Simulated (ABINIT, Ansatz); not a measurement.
# TiSnS3 (Pm-3m): zone-centre phonons, part 4 of 4

Which modes does TiSnS3 (Pm-3m) have at the zone centre?

ABINIT 10.8.3; DFT PBEsol, scalar-relativistic, plane waves, PseudoDojo norm-conserving pseudopotentials.

So far. Step 4 (Linear response at Γ): The acoustic modes at Γ come out as far as 4.1 cm⁻¹ from zero, where they should vanish, a small numerical error. The lowest optical mode is imaginary, 129i cm⁻¹, an instability at this level and on this k mesh. Step 5 (Zone-centre analysis): The rule moves no optical mode by more than 0.3 cm⁻¹.

The structure was built from a prototype and need not be the compound's stable phase.

## Step 6: The same in Ansatz

The same cell goes through another code at the same cutoff. The files are of one family, but Ansatz's library holds files of its own making for some heavy elements, so those for Sn may differ.

This step: DFT PBEsol, scalar-relativistic, plane waves, norm-conserving pseudopotentials of its library (PseudoDojo's, some remade) (Ansatz 0.2.0).

File input.yaml:

```yaml
crystal:
  lattice:
    - [4.6813636365, 0.0, 0.0]
    - [0.0, 4.6813636365, 0.0]
    - [0.0, 0.0, 4.6813636365]
  atoms:
    - { symbol: Sn, position: [0.0, 0.0, 0.0] }
    - { symbol: Ti, position: [0.5, 0.5, 0.5] }
    - { symbol: S, position: [0.5, 0.5, 0.0] }
    - { symbol: S, position: [0.5, 0.0, 0.5] }
    - { symbol: S, position: [0.0, 0.5, 0.5] }
kpoints:
  mp_grid: { grid: [6, 6, 6] }
hamiltonian:
  xc: pbesol
  pseudopotentials: { kind: nc, accuracy: standard }
scf:
  occupations: { method: gaussian, width: 0.27211 }
output:
  eigenvalues: true
basis:
  ecutwfc: 1034.033
phonons:
  method: dfpt
```

Command:

```
$ ansatz run input.yaml --threads 4 --pin off --max-ram 8192MiB --backend cpu --events-out ev --progress --plain --runs-dir out
```

Numbers of over 12 decimals in the logs are rounded to 6 here.

The log of the run:

```text
Warning: basis.ecutwfc = 1034.033 eV is below the records' recommended 1142.878222 eV, and the density's cutoff is lower with it unless basis.ecutrho_ratio is high enough to keep the records' density cutoff: compare with a run at a higher cutoff
zone centre: on kpoints.mp_grid the ground state, and the responses unless they are solved on pairs of k-points, stand on 64 of the mesh's 216 k-points, reduced under 8 symmetry operations, with k and −k counted as one. Each operation leaves every solved displacement unchanged or reverses it
Engine: ansatz 0.2.0, aarch64-unknown-linux-gnu
Pseudopotentials: kind: nc
Pseudopotential: Sn, nc, valence charge 14, recommended cutoff 979.609905 eV (normal), Sn.nc.azcp (PseudoDojo's, or run here from an input of PseudoDojo's; its table is named by hamiltonian.pseudopotentials.accuracy)
Pseudopotential: Ti, nc, valence charge 12, recommended cutoff 1142.878222 eV (normal), Ti.nc.azcp (PseudoDojo's, or run here from an input of PseudoDojo's; its table is named by hamiltonian.pseudopotentials.accuracy)
Pseudopotential: S, nc, valence charge 6, recommended cutoff 707.496042 eV (normal), S.nc.azcp (PseudoDojo's, or run here from an input of PseudoDojo's; its table is named by hamiltonian.pseudopotentials.accuracy)
Functional definition: PBEsol
  exchange = pbesol_x
  correlation = pbesol_c
Crystal: 5 atoms, lattice volume = 102.593 Å³
Basis set: ecut = 1034.033 eV, 7809 PW (Γ), exchange–correlation on 100×100×100 points (8 copies of the dense FFT grid, shifted against one another)
Bands: 27, of which v1, the nominal top of the filled ones, is band 22 counted from 1 (21 counted from 0)
Symmetry: 48 space group operations
k-points: 64 of 216 (irreducible under 8 space group operations)
Non-local potential: Sn, projectors of the file, l = 0: 2, l = 1: 2, l = 2: 2, l = 3: 2
Non-local potential: Ti, projectors of the file, l = 0: 2, l = 1: 2, l = 2: 2
Non-local potential: S, projectors of the file, l = 0: 2, l = 1: 2, l = 2: 2
Initial density: superposition of atomic densities (chi_scale 0.1, normalization cell, long waves kept (reshape's long-wave potential 0.00 eV rms))
Initial wavefunctions: pseudopotential atomic-orbital guess
Functional: x = pbesol(κ = 0.804, μ = 0.123457), c = pbesol(β = 0.046)
SCF iter   1: F=—  HF=-4658.862950 eV  |F-HF|=—  |Δ(HF+E_count)|=         —  Δρ=7.07e-2  dr2=1.27e1  ethr=3.10e-3  ⟨swp⟩=7.5  Hψ=18147  notcnv=0
automatic band count: the SCF goes on with 32 bands, as 27 were too few: the levels above may hold too much charge
preconditioner: auto → Kerker (q_TF=auto, 2.369 Å⁻¹)  [metal: Δε(μ)=0.020 eV  Ē_g=12.798 eV  σ=0.272 eV  W_gap=0.04  n_scr=26 (ndim 8)  ℏωp=22.0 eV  f_vac=0.000  D(μ)=4.41/eV (n_scr^D=32)]
SCF iter   2: F=—  HF=-4658.140040 eV  |F-HF|=—  |Δ(HF+E_count)|=   7.23e-1  Δρ=5.74e-2  dr2=4.35e0  ethr=3.10e-3  ⟨swp⟩=3.6  Hψ=4891  notcnv=0  defer=127
preconditioner: auto → Resta (q_TF=auto, 2.369 Å⁻¹)  ε∞=3.6  [insulator: Δε(μ)=0.422 eV  Ē_g=13.540 eV  σ=0.272 eV  W_gap=0.73  n_scr=26 (ndim 8)  ℏωp=22.0 eV  f_vac=0.000  D(μ)=0.34/eV (n_scr^D=0)  ε∞_Penn≈3.6]
SCF iter   3: F=—  HF=-4657.252560 eV  |F-HF|=—  |Δ(HF+E_count)|=   8.87e-1  Δρ=1.86e-2  dr2=6.03e-1  ethr=3.10e-3  ⟨swp⟩=3.4  Hψ=4266  notcnv=0  defer=136
SCF iter   4: F=—  HF=-4657.082235 eV  |F-HF|=—  |Δ(HF+E_count)|=   1.70e-1  Δρ=1.39e-2  dr2=3.27e-1  ethr=1.37e-3  ⟨swp⟩=3.1  Hψ=4008  notcnv=0  defer=136
SCF iter   5: F=—  HF=-4657.042627 eV  |F-HF|=—  |Δ(HF+E_count)|=   3.96e-2  Δρ=1.67e-3  dr2=4.14e-3  ethr=7.44e-4  ⟨swp⟩=1.3  Hψ=2296  notcnv=0  defer=130
SCF iter   6: F=—  HF=-4657.042634 eV  |F-HF|=—  |Δ(HF+E_count)|=   7.13e-6  Δρ=4.94e-4  dr2=3.26e-4  ethr=9.41e-6  ⟨swp⟩=2.0  Hψ=3156  notcnv=0  defer=130
SCF iter   7: F=—  HF=-4657.042605 eV  |F-HF|=—  |Δ(HF+E_count)|=   2.92e-5  Δρ=1.12e-4  dr2=1.79e-5  ethr=7.41e-7  ⟨swp⟩=1.6  Hψ=2005  notcnv=0  defer=130
SCF iter   8: F=—  HF=-4657.042602 eV  |F-HF|=—  |Δ(HF+E_count)|=   2.48e-6  Δρ=4.30e-5  dr2=2.37e-6  ethr=4.06e-8  ⟨swp⟩=2.0  Hψ=3266  notcnv=0  defer=130
SCF iter   9: F=—  HF=-4657.042267 eV  |F-HF|=—  |Δ(HF+E_count)|=   3.35e-4  Δρ=6.62e-6  dr2=5.91e-8  ethr=5.40e-9  ⟨swp⟩=1.2  Hψ=2002  notcnv=0  defer=130
SCF iter  10: F=—  HF=-4657.042268 eV  |F-HF|=—  |Δ(HF+E_count)|=   6.70e-9  Δρ=1.48e-6  dr2=2.29e-9  ethr=1.34e-10  ⟨swp⟩=2.1  Hψ=3265  notcnv=0  defer=130
SCF iter  11: F=—  HF=-4657.042268 eV  |F-HF|=—  |Δ(HF+E_count)|=  2.04e-10  Δρ=1.16e-6  dr2=8.50e-10  ethr=5.20e-12  ⟨swp⟩=2.0  Hψ=3332  notcnv=0  defer=130
SCF iter  12: F=—  HF=-4657.042268 eV  |F-HF|=—  |Δ(HF+E_count)|=  2.29e-10  Δρ=1.32e-7  dr2=1.11e-11  ethr=1.93e-12  ⟨swp⟩=2.2  Hψ=3058  notcnv=0  defer=130
SCF iter  13: F=-4657.042268 eV  HF=-4657.042268 eV  |F-HF|=9.09e-13  |Δ(HF+E_count)|=  9.09e-13  Δρ=2.79e-8  dr2=6.96e-13  ethr=1.00e-12  ⟨swp⟩=15.1  Hψ=12699  notcnv=0
SCF 1 converged in 13 iterations: F = -4657.042268 eV  dr2 = 6.96e-13
DFPT response loops at Γ: preconditioner auto → Kerker (q_TF=auto, 2.369 Å⁻¹) (partly filled bands, converged f_vac=0.000); β = 1.00, the filter's whole step (`scf.mixing.beta` (0.50) is not read by the response loops under this deck's `scf.mixing.preconditioner`; to damp them name `kerker` or `kerker_dos`, under which they read `scf.mixing.beta`, and type it under 1.00, their step now; both keys bind the ground state too); Broyden in place of MSR1
SCF converged after 13 iterations
Free energy (F): -4657.042268 eV
Harris-Foulkes:  -4657.042268 eV  (|F-HF|=9.09e-13)
Internal energy: -4657.007729 eV  (E = F + TS)
E sigma→0 (E₀):  -4657.024998 eV
Entropy (-TS):   -0.034538 eV (-6.908 meV/atom)
Fermi energy:    8.710395 eV
--- Per-component energies (eV) ---
  E_band       = -295.588766
  E_kinetic    = 2225.282449
  E_local      = -2842.228208  (includes V_loc(G=0)·N_el)
  E_nonlocal   = -924.306788
  E_hartree    = 1048.428369
  E_xc         = -1086.051610
  E_vxc        = -851.192976  (∫ρ·V_xc dr)
  E_ewald      = -3078.131941
  E_smearing   = -0.034538  (= −TS)
  E_closure    = 0.000000  (closes the sum)
  Σ components = -4657.042268   (vs F -4657.042268, Δ=0.00e0)
--- Band table (eV; the first three rows and the last of 64) ---
  k-point 0: bands = [... 18 lower, 7.2656, 7.8323, 7.8323, 7.8323, 8.4710, 8.4710, 8.4710, 10.0917, ... 6 higher]
  k-point 1: bands = [... 18 lower, 7.0757, 7.2552, 7.7191, 7.7191, 8.4858, 9.2071, 9.2071, 10.1103, ... 6 higher]
  k-point 2: bands = [... 18 lower, 6.7458, 7.2238, 7.8342, 7.8342, 8.5157, 9.9552, 9.9790, 9.9790, ... 6 higher]
  k-point 63: bands = [... 18 lower, 4.7731, 8.8217, 8.8217, 8.8217, 10.0332, 10.0332, 10.0332, 13.2609, ... 6 higher]
--- Phonons (Γ-DFPT): 4 representative perturbations + reference, on 64 of 216 k-points (Σ response iterations 14) ---
  k mesh reduced under 8 symmetry operations, with k and −k counted as one. Each operation leaves every solved displacement unchanged or reverses it
  ASR residual: 7.317e-5 → 0.000e0 eV/Å²; symmetrization residual: 1.612e-5 eV/Å²
  ASR residual per site (eV/Å²): 4.32e-6 5.32e-6 7.32e-5 7.32e-5 7.32e-5
  Γ frequencies (cm⁻¹): -129.23 -129.23 -129.23 -74.72 -74.72 -74.72 0.00 0.00 0.00 46.08 46.08 46.08 375.88 375.88 375.88
  non-analytic LO–TO correction: not included (Born effective charges unavailable; polar crystals: no LO–TO splitting at Γ)
```

Run time: 1.7 min. Hardware: 4 threads of Arm Neoverse V1, shared host; peak memory 2.6 GiB.

Numbers from this step:

```yaml
sum_rule_residual_before_enforcement: 7.32e-5 eV/Å²
highest_optical_zone_centre_mode_no_lo_to_term: 375.9 cm⁻¹
lowest_optical_zone_centre_mode: -129.2 cm⁻¹
```

## Step 7: Side by side: ABINIT PseudoDojo and Ansatz, library NC

Numbers from this step:

- root-mean-square difference: 0.35 cm⁻¹
- largest difference: 0.55 cm⁻¹

The 12 of 12 modes that differ most. Frequencies side by side:

```csv
q (reciprocal lattice),mode,ABINIT PseudoDojo (cm⁻¹),"Ansatz, library NC (cm⁻¹)"
0 0 0,1,-128.7,-129.2
0 0 0,2,-128.7,-129.2
0 0 0,3,-128.7,-129.2
0 0 0,4,-74.32,-74.72
0 0 0,5,-74.32,-74.72
0 0 0,6,-74.32,-74.72
0 0 0,10,45.91,46.08
0 0 0,11,45.91,46.08
0 0 0,12,45.91,46.08
0 0 0,13,375.8,375.9
0 0 0,14,375.8,375.9
0 0 0,15,375.8,375.9
```

At the zone centre the largest difference (acoustic modes at Γ apart) is 0.1 % of the highest mode.

## Step 8: Results

```yaml
space_group_after_relaxation: Pm-3m
volume_per_atom: 20.5 Å³
highest_optical_zone_centre_mode_no_lo_to_term: 375.8 cm⁻¹
lowest_optical_zone_centre_mode: -128.7 cm⁻¹
imaginary_optical_modes_at_the_zone_centre_no_q_mesh_in_this_session: yes
largest_difference_from_ansatz_library_nc: 0.55 cm⁻¹
```

**Reading.** At the PBEsol level the optical modes of TiSnS3 (Pm-3m) at the zone centre run from 129i to 376 cm⁻¹, so the structure is a saddle point, with 6 modes beyond 10i cm⁻¹ there. ABINIT PseudoDojo and Ansatz, library NC agree to 0.55 cm⁻¹ (0.1 % of the highest mode compared) on all solved modes but the acoustic ones at Γ, without the LO-TO term. These are harmonic frequencies at zero temperature: anharmonic shifts and linewidths and thermal expansion are left out. In a metal the frequencies hang on the k mesh and the smearing, most of all near Kohn anomalies. Ansatz warns that the cutoff lies 10 % under the one recommended for these files; agreement at one cutoff is not convergence. The structure is a hypothetical one, built on a prototype.

[Host names and launcher messages were left out of these logs when they were recorded.]

[Logs are printed without paths, hosts, clocks, repeated set-up lines and the standing remarks that a program may print on its own settings, such as how far it seeks lower states.]

[Hosts, paths, dates, database ids (printed as entryN), source tags and the programs' standing remarks are cut or masked in the printed files.]
